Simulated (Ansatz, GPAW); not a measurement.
## A 2-layer slab of Re(0001): work function by functional and basis

Wanted: work functions and dipole of a 2-layer slab of Re(0001), with the cost of each level.

Method: Ansatz plane waves; slab in vacuum with a dipole correction, relaxation, in the first sound run; inputs show where later runs differ, in GPAW 26.7.0 and Ansatz 0.2.0.

Report form: the programs' logs are mostly left out.

### 1. The structure

The cell holds 2 atoms: 2 Re. Its edges and angles: a = 2.760 Å, b = 2.760 Å, c = 18.229 Å, α = 90.0°, β = 90.0°, γ = 60.0°. Vacuum lies along c.

### 2. Relaxation

The atoms are relaxed first, since the surface dipole, and with it the work function, follows the positions of the outer layers. The lowest 1 atoms are held at bulk positions and keep their forces.

The input, input.yaml:

```yaml
crystal:
  lattice:
    - [2.76, 0.0, 0.0]
    - [1.38, 2.3902301144, 0.0]
    - [0.0, 0.0, 18.2287]
  atoms:
    - { symbol: Re, position: [0.6666666667, 0.6666666667, 0.4388683779] }
    - { symbol: Re, position: [0.0, 0.0, 0.5611316221] }
kpoints:
  mp_grid: { grid: [13, 13, 1] }
hamiltonian:
  xc: pbe
scf:
  occupations: { method: fermi_dirac, width: 0.1 }
efield:
  axis: 3
  dipole_correction: true
  ramp_width: 0.05
relax:
  f_tol: 0.02
  max_steps: 60
  constraints: [{ sites: [0] }]
output:
  write_potential: true
  write_density: true
  volumetric_format: npy
```

The run is started by

```console
> ansatz run input.yaml --threads 2 --pin off --max-ram 4096MiB --backend cpu --events-out ev --progress --plain --runs-dir out
```

Elapsed: 3.8 s, on 2 threads of Intel Xeon 6975P-C (Granite Rapids), shared host; peak memory 0.47 GiB; 7.3 s of CPU time.

Step by step:

```csv
step,energy less that of the first step (eV),largest force component (eV/Å)
1,0.0000,1.7511
2,-0.1739,0.3411
3,-0.1776,0.0299
4,-0.1777,0.0003
```

The run keeps the 6 symmetry operations that it works with, so distortions that break them were not tested.

The atoms that moved most (Å):

```csv
atom,dx,dy,dz,length
Re2,0.000,0.000,-0.173,0.173
```

The relaxed structure:

```cif
data_structure
_symmetry_space_group_name_H-M 'P 1'
_symmetry_Int_Tables_number 1
_cell_length_a 2.7600
_cell_length_b 2.7600
_cell_length_c 18.2287
_cell_angle_alpha 90.000
_cell_angle_beta 90.000
_cell_angle_gamma 60.000
_cell_volume 120.26
loop_
_atom_site_label
_atom_site_type_symbol
_atom_site_fract_x
_atom_site_fract_y
_atom_site_fract_z
_atom_site_occupancy
Re1 Re 0.66667 0.66667 0.43887 1
Re2 Re 0.00000 0.00000 0.55162 1
```

Numbers from this step:

```yaml
free_energy: -21734.0307 eV
smearing_term_ts: 0.07130 eV
symmetry_operations: 6
upper_work_function: 4.859 eV
lower_work_function: 4.858 eV
dipole_along_the_normal: -1.01e-5 e·Å
dipole_field: -1.51e-5 V/Å
vacuum_level_above: 7.130 eV
vacuum_level_below: 7.129 eV
```

The electrostatic potential energy of an electron (with the applied field's), less the Fermi level, planar mean by z:

```
z (Å)  electrostatic potential energy of an electron (with the applied field's), less the Fermi level, planar mean (eV)
  0.0                                                                                                              4.86
  0.5                                                                                                              4.86
  1.0                                                                                                              4.86
  1.5                                                                                                              4.86
  2.0                                                                                                              4.86
  2.5                                                                                                              4.86
  3.0                                                                                                              4.86
  3.5                                                                                                              4.86
  4.0                                                                                                              4.86
  4.5                                                                                                              4.85
  5.0                                                                                                              4.82
  5.5                                                                                                              4.72
  6.0                                                                                                              4.38
  6.5                                                                                                              3.15
  7.0                                                                                                             -1.12
  7.5                                                                                                             -15.1
  8.0                                                                                                             -24.1
  8.5                                                                                                             -15.5
  9.0                                                                                                             -4.14
  9.5                                                                                                             -13.8
 10.0                                                                                                             -23.9
 10.5                                                                                                             -16.9
 11.0                                                                                                             -2.24
 11.5                                                                                                              2.90
 12.0                                                                                                              4.30
 12.5                                                                                                              4.70
 13.0                                                                                                              4.81
 13.5                                                                                                              4.85
 14.0                                                                                                              4.85
 14.5                                                                                                              4.86
 15.0                                                                                                              4.86
 15.5                                                                                                              4.86
 16.0                                                                                                              4.86
 16.5                                                                                                              4.86
 17.0                                                                                                              4.86
 17.5                                                                                                              4.86
 18.0                                                                                                              4.86
```

The valence density, planar mean by z:

```
z (Å)  valence density, planar mean (e/Å³)
  4.0                               1.1e-4
  4.5                               3.8e-4
  5.0                              0.00136
  5.5                              0.00479
  6.0                               0.0170
  6.5                               0.0603
  7.0                                0.223
  7.5                                 1.06
  8.0                                 1.81
  8.5                                 1.09
  9.0                                0.495
  9.5                                0.961
 10.0                                 1.79
 10.5                                 1.21
 11.0                                0.272
 11.5                               0.0689
 12.0                               0.0196
 12.5                              0.00552
 13.0                              0.00155
 13.5                               4.4e-4
 14.0                               1.2e-4
```

The relaxation lowered the energy of the cell by 0.178 eV.

### 3. The slab's potential

The work function is the vacuum plateau of the electrostatic potential less the Fermi level; a dipole layer lets the two faces have plateaus of their own.

This step: GPAW, PAW setups; slab in vacuum (GPAW 26.7.0).

The input, run.py:

```python
import json
import numpy as np
from ase import Atoms
from gpaw import GPAW, PW

slab = Atoms(
    ['Re', 'Re'],
    positions=[
        [2.76000, 1.59349, 8.00000],
        [-0.00000, -0.00000, 10.05540]],
    cell=[[2.76, 0.0, 0.0], [1.38, 2.39023, 0.0], [0.0, 0.0, 18.2287]],
    pbc=[True, True, False])

slab.calc = GPAW(mode=PW(400), xc='PBE', kpts={'size': (13, 13, 1), 'gamma': True},
                 occupations={'name': 'fermi-dirac', 'width': 0.1}, nbands='140%',
                 convergence={'density': 1e-05}, maxiter=200,
                 poissonsolver={'dipolelayer': 'xy'},
                 symmetry={'tolerance': 1e-3}, txt='slab.txt')
result = {}
energy = slab.get_potential_energy()
fermi = slab.calc.get_fermi_level()
v = slab.calc.get_electrostatic_potential().mean((0, 1)) - fermi
n = slab.calc.get_pseudo_density().mean((0, 1))
L = slab.cell[2, 2]
z = np.arange(len(v)) * L / len(v)
low, high = slab.positions[:, 2].min(), slab.positions[:, 2].max()
below, above = np.interp([low - 5.8, high + 5.8], z, v)
slopes = [np.interp(x, z, np.gradient(v, z)) for x in (low - 5.8, high + 5.8)]
eps = np.array([[slab.calc.get_eigenvalues(k, s) for k in range(len(slab.calc.get_ibz_k_points()))]
                for s in range(slab.calc.get_number_of_spins())]) - fermi
top, bottom = eps[eps < 0].max(), eps[eps > 0].min()
dipole = slab.get_dipole_moment()[2]
print(f'energy {energy:.4f} eV, Fermi level {fermi:.4f} eV, dipole {dipole:.5f} e A')
print(f'potential 5.8 A off the faces, from the Fermi level: lower {below:.4f} eV, upper {above:.4f} eV')
print(f'slope of the potential there: lower {slopes[0]:.5f}, upper {slopes[1]:.5f} eV/A')
print(f'nearest levels on the mesh: {top:.4f} and {bottom:.4f} eV')
print('magnetic moment', round(slab.get_magnetic_moment(), 3))
result.update(energy=energy, fermi=fermi, dipole=dipole, below=below, above=above, slopes=slopes, edges=[top, bottom],
              z=z.tolist(), v=v.tolist(), n=n.tolist(), positions=slab.positions.tolist(),
              forces=slab.get_forces(apply_constraint=False).tolist(), moments=slab.get_magnetic_moments().tolist())
json.dump(result, open('result.json', 'w'))
```

The run is started by

```console
> OMP_NUM_THREADS=1 OPENBLAS_NUM_THREADS=2 python run.py
```

It took 11 s on 2 threads; peak memory 0.17 GiB.

This step gave:

| Item | Value |
| --- | --- |
| dipole along the normal | 5.88e-6 e·Å |
| levels nearest the Fermi level on the mesh | -0.004803, 0.04651 eV from the Fermi level |
| lower work function | 4.859 eV |

Table of electrostatic potential energy of an electron (without an applied field's), less the Fermi level, planar mean by z:

```
z (Å)  electrostatic potential energy of an electron (without an applied field's), less the Fermi level, planar mean (eV)
  0.0                                                                                                                4.86
  0.5                                                                                                                4.86
  1.0                                                                                                                4.86
  1.5                                                                                                                4.86
  2.0                                                                                                                4.86
  2.5                                                                                                                4.86
  3.0                                                                                                                4.86
  3.5                                                                                                                4.86
  4.0                                                                                                                4.86
  4.5                                                                                                                4.85
  5.0                                                                                                                4.82
  5.5                                                                                                                4.72
  6.0                                                                                                                4.38
  6.5                                                                                                                3.17
  7.0                                                                                                               -1.11
  7.5                                                                                                               -14.7
  8.0                                                                                                               -29.2
  8.5                                                                                                               -15.2
  9.0                                                                                                               -3.95
  9.5                                                                                                               -13.1
 10.0                                                                                                               -28.8
 10.5                                                                                                               -16.9
 11.0                                                                                                               -2.04
 11.5                                                                                                                2.91
 12.0                                                                                                                4.31
 12.5                                                                                                                4.70
 13.0                                                                                                                4.81
 13.5                                                                                                                4.85
 14.0                                                                                                                4.86
 14.5                                                                                                                4.86
 15.0                                                                                                                4.86
 15.5                                                                                                                4.86
 16.0                                                                                                                4.86
 16.5                                                                                                                4.86
 17.0                                                                                                                4.86
 17.5                                                                                                                4.86
 18.0                                                                                                                4.86
```

Table of pseudo valence density, planar mean by z:

z (Å), pseudo valence density, planar mean (e/Å³) and a bar:
```
     0.00       0.00 
     0.41       0.00 
     1.01       0.00 
     1.42       0.00 
     2.03       0.00 
     2.43       0.00 
     2.84       0.00 
     3.44       0.00 
     3.85       0.00 
     4.46       0.00 
     4.86       0.00 
     5.27       0.00 
     5.87       0.01 
     6.28       0.03 #
     6.89       0.16 ####
     7.29       0.46 ##########
     7.70       1.27 ############################
     8.30       1.24 ############################
     8.71       0.58 #############
     9.32       0.56 ############
     9.72       1.17 ##########################
    10.33       1.35 ##############################
    10.73       0.50 ###########
    11.14       0.17 ####
    11.75       0.04 #
    12.15       0.01 
    12.76       0.00 
    13.17       0.00 
    13.57       0.00 
    14.18       0.00 
    14.58       0.00 
    15.19       0.00 
    15.60       0.00 
    16.00       0.00 
    16.61       0.00 
    17.01       0.00 
    17.62       0.00 
    18.03       0.00
```

The potential is flat to 1.9e-4 eV/Å where it is read, so the vacuum is wide enough. The geometry is the other program's minimum; here the largest force on a free atom is 0.014 eV/Å.

### 4. Self-consistent run: xc = "LDA"

The same geometry under LDA, to see how far the functional moves the levels against the vacuum.

Edit run.py of step 3 so:

```diff
@@ -13,3 +13,3 @@
 
-slab.calc = GPAW(mode=PW(400), xc='PBE', kpts={'size': (13, 13, 1), 'gamma': True},
+slab.calc = GPAW(mode=PW(400), xc='LDA', kpts={'size': (13, 13, 1), 'gamma': True},
                  occupations={'name': 'fermi-dirac', 'width': 0.1}, nbands='140%',
```

The job ended after 11 s (2 threads; peak memory 0.16 GiB).

This step gave:

| Item | Value |
| --- | --- |
| dipole along the normal | 4.19e-6 e·Å |
| levels nearest the Fermi level on the mesh | -0.03609, 0.01894 eV from the Fermi level |
| upper work function | 5.171 eV |
| lower work function | 5.171 eV |

Table of electrostatic potential energy of an electron (without an applied field's), less the Fermi level, planar mean by z:

z (Å), electrostatic potential energy of an electron (without an applied field's), less the Fermi level, planar mean (eV) and a bar from the least value:
```
        0        5.2 ##############################
        1        5.2 ##############################
        2        5.2 ##############################
        3        5.2 ##############################
        4        5.2 ##############################
        5        5.1 ##############################
        6        4.7 ##############################
        7       -0.8 #########################
        8      -28.8 
        9       -3.6 ######################
       10      -28.5 
       11       -1.7 ########################
       12        4.6 ##############################
       13        5.1 ##############################
       14        5.2 ##############################
       15        5.2 ##############################
       16        5.2 ##############################
       17        5.2 ##############################
       18        5.2 ##############################
```

Table of pseudo valence density, planar mean by z:

| z (Å) | pseudo valence density, planar mean (e/Å³) |
| --- | --- |
| 4 | 1.0e-4 |
| 5 | 0.00137 |
| 6 | 0.0175 |
| 7 | 0.225 |
| 8 | 1.70 |
| 9 | 0.492 |
| 10 | 1.68 |
| 11 | 0.259 |
| 12 | 0.0200 |
| 13 | 0.00156 |
| 14 | 1.2e-4 |

Force by atom:

```csv
atom,x (eV/Å),y (eV/Å),z (eV/Å),size
Re1,0.000,0.000,0.982,0.982
Re2,0.000,0.000,-0.982,0.982
```

The upper face's work function is 5.171 eV, against 4.859 eV in the first plane-wave PBE run at this geometry.

(Continued in part 2 of 2.)

[Logs are printed without paths, hosts, clocks, repeated set-up lines and the standing remarks that a program may print on its own settings, such as how far it seeks lower states.]

[Hosts, paths, dates, database ids (printed as entryN), source tags and the programs' standing remarks are cut or masked in the printed files.]
